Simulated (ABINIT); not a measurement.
# SiPbS3 (Pm-3m): zone-centre phonons, part 4 of 4

Aim: the zone-centre modes of SiPbS3 (Pm-3m).

ABINIT 10.8.3; DFT PBEsol, scalar-relativistic, plane waves, PseudoDojo norm-conserving pseudopotentials.

So far. Step 7 (Linear response at Γ): The acoustic modes at Γ come out as far as 2.1 cm⁻¹ from zero, where they should vanish, a small numerical error. The lowest optical mode is imaginary, 147i cm⁻¹, an instability at this level and on this k mesh. Step 8 (Zone-centre analysis): The rule moves no optical mode by more than 0.2 cm⁻¹. The relaxed cell has a = 4.586 Å (conventional setting).

The structure was built from a prototype and need not be the compound's stable phase.

**9. Sum rules set otherwise (asr 0)**

Without the rule the raw error of the acoustic modes shows.

anaddb.abi

```
ddb_filepath "gamma_DDB"
output_file "anaddb.abo"
outdata_prefix "anaddb"
asr 0
chneut 0
enunit 2
eivec 1
nph1l 1
qph1l 0.0 0.0 0.0 1.0
```

mrgddb.in

```
gamma_DDB
merged
2
dfpt_gammao_DDB
gso_DDB
```

Run with:

```
> mrgddb < mrgddb.in > mrgddb.log
> OMP_NUM_THREADS=1 anaddb anaddb.abi > anaddb.log
```

anaddb.abo, the main output file:

```text
-outvars_anaddb: echo values of input variables ----------------------

 Miscellaneous information :
      enunit         2
       eivec         1
      chneut         0
 First list of wavevector (reduced coord.) :
       nph1l         1
       qph1l
                     0.00000000E+00  0.00000000E+00  0.00000000E+00    1.000E+00

================================================================================

 read the DDB information and perform some checks

  ==== Info on the Cryst% object ====
 Real(R)+Recip(G) space primitive vectors, cartesian coordinates (Bohr,Bohr^-1):
 R(1)=  8.6669169  0.0000000  0.0000000  G(1)=  0.1153813  0.0000000  0.0000000
 R(2)=  0.0000000  8.6669169  0.0000000  G(2)=  0.0000000  0.1153813  0.0000000
 R(3)=  0.0000000  0.0000000  8.6669169  G(3)=  0.0000000  0.0000000  0.1153813
 Unit cell volume ucvol=  6.5101935E+02 bohr^3
 Angles (23,13,12)=  9.00000000E+01  9.00000000E+01  9.00000000E+01 degrees
 Time-reversal symmetry is present
 Reduced atomic positions [iatom, xred, symbol]:
    1)    0.0000000  0.0000000  0.0000000  Pb
    2)    0.5000000  0.5000000  0.5000000  Si
    3)    0.5000000  0.5000000  0.0000000   S
    4)    0.5000000  0.0000000  0.5000000   S
    5)    0.0000000  0.5000000  0.5000000   S

 DDB file with 3 blocks has been read.

================================================================================

 Treat the first list of vectors

  Phonon wavevector (reduced coordinates) :  0.00000  0.00000  0.00000
 Phonon energies in Hartree :
  -6.687703E-04 -6.687703E-04 -6.687703E-04 -4.689813E-04 -4.689813E-04
  -4.689813E-04 -1.483935E-04 -1.483935E-04 -1.483935E-04 -9.791993E-06
  -9.791993E-06 -9.791992E-06  1.384673E-03  1.384673E-03  1.384673E-03
 Phonon energies in meV     :
- -1.819817E+01 -1.819817E+01 -1.819817E+01 -1.276163E+01 -1.276163E+01
- -1.276163E+01 -4.037992E+00 -4.037992E+00 -4.037992E+00 -2.664537E-01
- -2.664537E-01 -2.664537E-01  3.767888E+01  3.767888E+01  3.767888E+01
 Phonon frequencies in cm-1    :
- -1.467781E+02 -1.467781E+02 -1.467781E+02 -1.029295E+02 -1.029295E+02
- -1.029295E+02 -3.256861E+01 -3.256861E+01 -3.256861E+01 -2.149094E+00
- -2.149094E+00 -2.149094E+00  3.039006E+02  3.039006E+02  3.039006E+02
 Phonon frequencies in Thz     :
- -4.400297E+00 -4.400297E+00 -4.400297E+00 -3.085749E+00 -3.085749E+00
- -3.085749E+00 -9.763822E-01 -9.763822E-01 -9.763822E-01 -6.442822E-02
- -6.442822E-02 -6.442821E-02  9.110711E+00  9.110711E+00  9.110711E+00
 Phonon energies in Kelvin  :
- -2.111810E+02 -2.111810E+02 -2.111810E+02 -1.480926E+02 -1.480926E+02
- -1.480926E+02 -4.685896E+01 -4.685896E+01 -4.685896E+01 -3.092067E+00
- -3.092067E+00 -3.092067E+00  4.372452E+02  4.372452E+02  4.372452E+02

 Eigendisplacements
 (will be given, for each mode : in cartesian coordinates
   for each atom the real part of the displacement vector,
   then the imaginary part of the displacement vector - absolute values smaller than 1.0d-7 are set to zero)
  Mode number    1   Energy   -6.687703E-04
 Attention : low frequency mode.
   (Could be unstable or acoustic mode)
-  1  0.00000000E+00  0.00000000E+00 -4.43852263E-04
-     0.00000000E+00  0.00000000E+00  0.00000000E+00
-  2  0.00000000E+00  0.00000000E+00 -2.21423900E-03
-     0.00000000E+00  0.00000000E+00  0.00000000E+00
-  3  0.00000000E+00  0.00000000E+00  7.72955994E-06
-     0.00000000E+00  0.00000000E+00  0.00000000E+00
-  4  0.00000000E+00  0.00000000E+00  2.40214032E-03
-     0.00000000E+00  0.00000000E+00  0.00000000E+00
-  5  0.00000000E+00  0.00000000E+00  2.40214032E-03
-     0.00000000E+00  0.00000000E+00  0.00000000E+00
  Mode number    2   Energy   -6.687703E-04
 Attention : low frequency mode.
   (Could be unstable or acoustic mode)
-  1  0.00000000E+00  4.43852263E-04  0.00000000E+00
-     0.00000000E+00  0.00000000E+00  0.00000000E+00
-  2  0.00000000E+00  2.21423900E-03  0.00000000E+00
-     0.00000000E+00  0.00000000E+00  0.00000000E+00
-  3  0.00000000E+00 -2.40214032E-03  0.00000000E+00
-     0.00000000E+00  0.00000000E+00  0.00000000E+00
-  4  0.00000000E+00 -7.72955994E-06  0.00000000E+00
-     0.00000000E+00  0.00000000E+00  0.00000000E+00
-  5  0.00000000E+00 -2.40214032E-03  0.00000000E+00
-     0.00000000E+00  0.00000000E+00  0.00000000E+00
  Mode number    3   Energy   -6.687703E-04
 Attention : low frequency mode.
   (Could be unstable or acoustic mode)
-  1  4.43852263E-04  0.00000000E+00  0.00000000E+00
-     0.00000000E+00  0.00000000E+00  0.00000000E+00
-  2  2.21423900E-03  0.00000000E+00  0.00000000E+00
-     0.00000000E+00  0.00000000E+00  0.00000000E+00
-  3 -2.40214032E-03  0.00000000E+00  0.00000000E+00
-     0.00000000E+00  0.00000000E+00  0.00000000E+00
-  4 -2.40214032E-03  0.00000000E+00  0.00000000E+00
-     0.00000000E+00  0.00000000E+00  0.00000000E+00
-  5 -7.72955994E-06  0.00000000E+00  0.00000000E+00
-     0.00000000E+00  0.00000000E+00  0.00000000E+00
  Mode number    4   Energy   -4.689813E-04
 Attention : low frequency mode.
   (Could be unstable or acoustic mode)
-  1  0.00000000E+00  0.00000000E+00  0.00000000E+00
-     0.00000000E+00  0.00000000E+00  0.00000000E+00
-  2  0.00000000E+00  0.00000000E+00  0.00000000E+00
-     0.00000000E+00  0.00000000E+00  0.00000000E+00
-  3  0.00000000E+00  0.00000000E+00  0.00000000E+00
-     0.00000000E+00  0.00000000E+00  0.00000000E+00
-  4  0.00000000E+00  0.00000000E+00 -2.92470830E-03
-     0.00000000E+00  0.00000000E+00  0.00000000E+00
-  5  0.00000000E+00  0.00000000E+00  2.92470830E-03
-     0.00000000E+00  0.00000000E+00  0.00000000E+00
  Mode number    5   Energy   -4.689813E-04
 Attention : low frequency mode.
   (Could be unstable or acoustic mode)
-  1  0.00000000E+00  0.00000000E+00  0.00000000E+00
-     0.00000000E+00  0.00000000E+00  0.00000000E+00
-  2  0.00000000E+00  0.00000000E+00  0.00000000E+00
-     0.00000000E+00  0.00000000E+00  0.00000000E+00
-  3  0.00000000E+00 -2.92470830E-03  0.00000000E+00
-     0.00000000E+00  0.00000000E+00  0.00000000E+00
-  4  0.00000000E+00  0.00000000E+00  0.00000000E+00
-     0.00000000E+00  0.00000000E+00  0.00000000E+00
-  5  0.00000000E+00  2.92470830E-03  0.00000000E+00
-     0.00000000E+00  0.00000000E+00  0.00000000E+00
  Mode number    6   Energy   -4.689813E-04
 Attention : low frequency mode.
   (Could be unstable or acoustic mode)
-  1  0.00000000E+00  0.00000000E+00  0.00000000E+00
-     0.00000000E+00  0.00000000E+00  0.00000000E+00
-  2  0.00000000E+00  0.00000000E+00  0.00000000E+00
-     0.00000000E+00  0.00000000E+00  0.00000000E+00
-  3  2.92470830E-03  0.00000000E+00  0.00000000E+00
-     0.00000000E+00  0.00000000E+00  0.00000000E+00
-  4 -2.92470830E-03  0.00000000E+00  0.00000000E+00
-     0.00000000E+00  0.00000000E+00  0.00000000E+00
-  5  0.00000000E+00  0.00000000E+00  0.00000000E+00
-     0.00000000E+00  0.00000000E+00  0.00000000E+00
  Mode number    7   Energy   -1.483935E-04
 Attention : low frequency mode.
   (Could be unstable or acoustic mode)
-  1  0.00000000E+00  0.00000000E+00  8.87365356E-04
-     0.00000000E+00  0.00000000E+00  0.00000000E+00
-  2  0.00000000E+00  0.00000000E+00 -3.04230692E-03
-     0.00000000E+00  0.00000000E+00  0.00000000E+00
-  3  0.00000000E+00  0.00000000E+00 -1.71620566E-03
-     0.00000000E+00  0.00000000E+00  0.00000000E+00
-  4  0.00000000E+00  0.00000000E+00 -6.95613136E-04
-     0.00000000E+00  0.00000000E+00  0.00000000E+00
-  5  0.00000000E+00  0.00000000E+00 -6.95613136E-04
-     0.00000000E+00  0.00000000E+00  0.00000000E+00
  Mode number    8   Energy   -1.483935E-04
 Attention : low frequency mode.
   (Could be unstable or acoustic mode)
-  1  0.00000000E+00  8.87365356E-04  0.00000000E+00
-     0.00000000E+00  0.00000000E+00  0.00000000E+00
-  2  0.00000000E+00 -3.04230692E-03  0.00000000E+00
-     0.00000000E+00  0.00000000E+00  0.00000000E+00
-  3  0.00000000E+00 -6.95613136E-04  0.00000000E+00
-     0.00000000E+00  0.00000000E+00  0.00000000E+00
-  4  0.00000000E+00 -1.71620566E-03  0.00000000E+00
-     0.00000000E+00  0.00000000E+00  0.00000000E+00
-  5  0.00000000E+00 -6.95613136E-04  0.00000000E+00
-     0.00000000E+00  0.00000000E+00  0.00000000E+00
  Mode number    9   Energy   -1.483935E-04
 Attention : low frequency mode.
   (Could be unstable or acoustic mode)
-  1  8.87365356E-04  0.00000000E+00  0.00000000E+00
-     0.00000000E+00  0.00000000E+00  0.00000000E+00
-  2 -3.04230692E-03  0.00000000E+00  0.00000000E+00
-     0.00000000E+00  0.00000000E+00  0.00000000E+00
-  3 -6.95613136E-04  0.00000000E+00  0.00000000E+00
-     0.00000000E+00  0.00000000E+00  0.00000000E+00
-  4 -6.95613136E-04  0.00000000E+00  0.00000000E+00
-     0.00000000E+00  0.00000000E+00  0.00000000E+00
-  5 -1.71620566E-03  0.00000000E+00  0.00000000E+00
-     0.00000000E+00  0.00000000E+00  0.00000000E+00
  Mode number   10   Energy   -9.791993E-06
 Attention : low frequency mode.
   (Could be unstable or acoustic mode)
-  1  0.00000000E+00  0.00000000E+00  1.28914853E-03
-     0.00000000E+00  0.00000000E+00  0.00000000E+00
-  2  0.00000000E+00  0.00000000E+00  1.27851073E-03
-     0.00000000E+00  0.00000000E+00  0.00000000E+00
-  3  0.00000000E+00  0.00000000E+00  1.28142984E-03
-     0.00000000E+00  0.00000000E+00  0.00000000E+00
-  4  0.00000000E+00  0.00000000E+00  1.28363057E-03
-     0.00000000E+00  0.00000000E+00  0.00000000E+00
-  5  0.00000000E+00  0.00000000E+00  1.28363057E-03
-     0.00000000E+00  0.00000000E+00  0.00000000E+00
  Mode number   11   Energy   -9.791993E-06
 Attention : low frequency mode.
   (Could be unstable or acoustic mode)
-  1  0.00000000E+00 -1.28914853E-03  0.00000000E+00
-     0.00000000E+00  0.00000000E+00  0.00000000E+00
-  2  0.00000000E+00 -1.27851073E-03  0.00000000E+00
-     0.00000000E+00  0.00000000E+00  0.00000000E+00
-  3  0.00000000E+00 -1.28363057E-03  0.00000000E+00
-     0.00000000E+00  0.00000000E+00  0.00000000E+00
-  4  0.00000000E+00 -1.28142984E-03  0.00000000E+00
-     0.00000000E+00  0.00000000E+00  0.00000000E+00
-  5  0.00000000E+00 -1.28363057E-03  0.00000000E+00
-     0.00000000E+00  0.00000000E+00  0.00000000E+00
  Mode number   12   Energy   -9.791992E-06
 Attention : low frequency mode.
   (Could be unstable or acoustic mode)
-  1  1.28914853E-03  0.00000000E+00  0.00000000E+00
-     0.00000000E+00  0.00000000E+00  0.00000000E+00
-  2  1.27851073E-03  0.00000000E+00  0.00000000E+00
-     0.00000000E+00  0.00000000E+00  0.00000000E+00
-  3  1.28363057E-03  0.00000000E+00  0.00000000E+00
-     0.00000000E+00  0.00000000E+00  0.00000000E+00
-  4  1.28363057E-03  0.00000000E+00  0.00000000E+00
-     0.00000000E+00  0.00000000E+00  0.00000000E+00
-  5  1.28142984E-03  0.00000000E+00  0.00000000E+00
-     0.00000000E+00  0.00000000E+00  0.00000000E+00
  Mode number   13   Energy    1.384673E-03
-  1  0.00000000E+00  0.00000000E+00  3.55021380E-05
-     0.00000000E+00  0.00000000E+00  0.00000000E+00
-  2  0.00000000E+00  0.00000000E+00  1.93375807E-03
-     0.00000000E+00  0.00000000E+00  0.00000000E+00
-  3  0.00000000E+00  0.00000000E+00 -3.53841111E-03
-     0.00000000E+00  0.00000000E+00  0.00000000E+00
-  4  0.00000000E+00  0.00000000E+00  8.07499498E-04
-     0.00000000E+00  0.00000000E+00  0.00000000E+00
-  5  0.00000000E+00  0.00000000E+00  8.07499498E-04
-     0.00000000E+00  0.00000000E+00  0.00000000E+00
  Mode number   14   Energy    1.384673E-03
-  1  0.00000000E+00 -3.55021380E-05  0.00000000E+00
-     0.00000000E+00  0.00000000E+00  0.00000000E+00
-  2  0.00000000E+00 -1.93375807E-03  0.00000000E+00
-     0.00000000E+00  0.00000000E+00  0.00000000E+00
-  3  0.00000000E+00 -8.07499498E-04  0.00000000E+00
-     0.00000000E+00  0.00000000E+00  0.00000000E+00
-  4  0.00000000E+00  3.53841111E-03  0.00000000E+00
-     0.00000000E+00  0.00000000E+00  0.00000000E+00
-  5  0.00000000E+00 -8.07499498E-04  0.00000000E+00
-     0.00000000E+00  0.00000000E+00  0.00000000E+00
  Mode number   15   Energy    1.384673E-03
-  1  3.55021380E-05  0.00000000E+00  0.00000000E+00
-     0.00000000E+00  0.00000000E+00  0.00000000E+00
-  2  1.93375807E-03  0.00000000E+00  0.00000000E+00
-     0.00000000E+00  0.00000000E+00  0.00000000E+00
-  3  8.07499498E-04  0.00000000E+00  0.00000000E+00
-     0.00000000E+00  0.00000000E+00  0.00000000E+00
-  4  8.07499498E-04  0.00000000E+00  0.00000000E+00
-     0.00000000E+00  0.00000000E+00  0.00000000E+00
-  5 -3.53841111E-03  0.00000000E+00  0.00000000E+00
-     0.00000000E+00  0.00000000E+00  0.00000000E+00

 Analysis of degeneracies and characters (maximum tolerance=1.00E-06 a.u.)
 For each vibration mode, or group of modes if degenerate,
 the characters are given for each symmetry operation (see the list in the log file).
 Symmetry characters of vibration mode #   1
       degenerate with vibration modes #   2 to    3
  3.0 -3.0 -1.0  1.0 -1.0  1.0 -1.0  1.0  1.0 -1.0 -1.0  1.0  1.0 -1.0 -1.0  1.0
  0.0 -0.0 -0.0  0.0  0.0 -0.0 -0.0  0.0  1.0 -1.0 -1.0  1.0 -1.0  1.0  1.0 -1.0
  0.0 -0.0  0.0 -0.0 -0.0  0.0 -0.0  0.0  1.0 -1.0  1.0 -1.0 -1.0  1.0 -1.0  1.0
 Symmetry characters of vibration mode #   4
       degenerate with vibration modes #   5 to    6
  3.0 -3.0 -1.0  1.0 -1.0  1.0 -1.0  1.0 -1.0  1.0  1.0 -1.0 -1.0  1.0  1.0 -1.0
 -0.0  0.0 -0.0  0.0  0.0 -0.0  0.0 -0.0 -1.0  1.0  1.0 -1.0  1.0 -1.0 -1.0  1.0
 -0.0  0.0  0.0 -0.0  0.0 -0.0 -0.0  0.0 -1.0  1.0 -1.0  1.0  1.0 -1.0  1.0 -1.0
 Symmetry characters of vibration mode #   7
       degenerate with vibration modes #   8 to    9
  3.0 -3.0 -1.0  1.0 -1.0  1.0 -1.0  1.0  1.0 -1.0 -1.0  1.0  1.0 -1.0 -1.0  1.0
  0.0 -0.0  0.0 -0.0  0.0 -0.0 -0.0  0.0  1.0 -1.0 -1.0  1.0 -1.0  1.0  1.0 -1.0
  0.0 -0.0  0.0 -0.0 -0.0  0.0  0.0 -0.0  1.0 -1.0  1.0 -1.0 -1.0  1.0 -1.0  1.0
 Symmetry characters of vibration mode #  10
       degenerate with vibration modes #  11 to   12
  3.0 -3.0 -1.0  1.0 -1.0  1.0 -1.0  1.0  1.0 -1.0 -1.0  1.0  1.0 -1.0 -1.0  1.0
 -0.0  0.0 -0.0  0.0  0.0 -0.0  0.0 -0.0  1.0 -1.0 -1.0  1.0 -1.0  1.0  1.0 -1.0
 -0.0  0.0  0.0 -0.0  0.0 -0.0 -0.0  0.0  1.0 -1.0  1.0 -1.0 -1.0  1.0 -1.0  1.0
 Symmetry characters of vibration mode #  13
       degenerate with vibration modes #  14 to   15
  3.0 -3.0 -1.0  1.0 -1.0  1.0 -1.0  1.0  1.0 -1.0 -1.0  1.0  1.0 -1.0 -1.0  1.0
  0.0 -0.0  0.0 -0.0 -0.0  0.0 -0.0  0.0  1.0 -1.0 -1.0  1.0 -1.0  1.0  1.0 -1.0
  0.0 -0.0 -0.0  0.0 -0.0  0.0  0.0 -0.0  1.0 -1.0  1.0 -1.0 -1.0  1.0 -1.0  1.0
-
```

Run time: 0.5 s. Hardware: 1 thread of Arm Neoverse V1, shared host.

Numbers from this step:

```yaml
lowest_optical_zone_centre_mode: -146.8 cm⁻¹
```

Zone-centre frequencies as printed; negative means imaginary. Modes:

```
mode  frequency (cm⁻¹)
   1            -146.8
   2            -146.8
   3            -146.8
   4            -102.9
   5            -102.9
   6            -102.9
   7            -32.57
   8            -32.57
   9            -32.57
  10             -2.15
  11             -2.15
  12             -2.15
  13             303.9
  14             303.9
  15             303.9
```

**10. Outcome**

| Item | Value |
| --- | --- |
| space group after relaxation | Pm-3m |
| volume per atom | 19.3 Å³ |
| highest optical zone-centre mode (no LO-TO term) | 303.9 cm⁻¹ |
| lowest optical zone-centre mode | -146.7 cm⁻¹ |
| imaginary optical modes at the zone centre (no q mesh in this session) | yes |

At the PBEsol level the optical modes of SiPbS3 (Pm-3m) at the zone centre run from 147i to 304 cm⁻¹, so the structure is a saddle point, with 9 modes beyond 10i cm⁻¹ there. These are harmonic frequencies at zero temperature: anharmonic shifts and linewidths and thermal expansion are left out. Spin-orbit coupling is left out, which can matter for the heavy elements here. In a metal the frequencies hang on the k mesh and the smearing, most of all near Kohn anomalies. The structure is a hypothetical one, built on a prototype.

[Host names and launcher messages were left out of these logs when they were recorded.]

[Logs are printed without paths, hosts, clocks, repeated set-up lines and the standing remarks that a program may print on its own settings, such as how far it seeks lower states.]

[Hosts, paths, dates, database ids (printed as entryN), source tags and the programs' standing remarks are cut or masked in the printed files.]
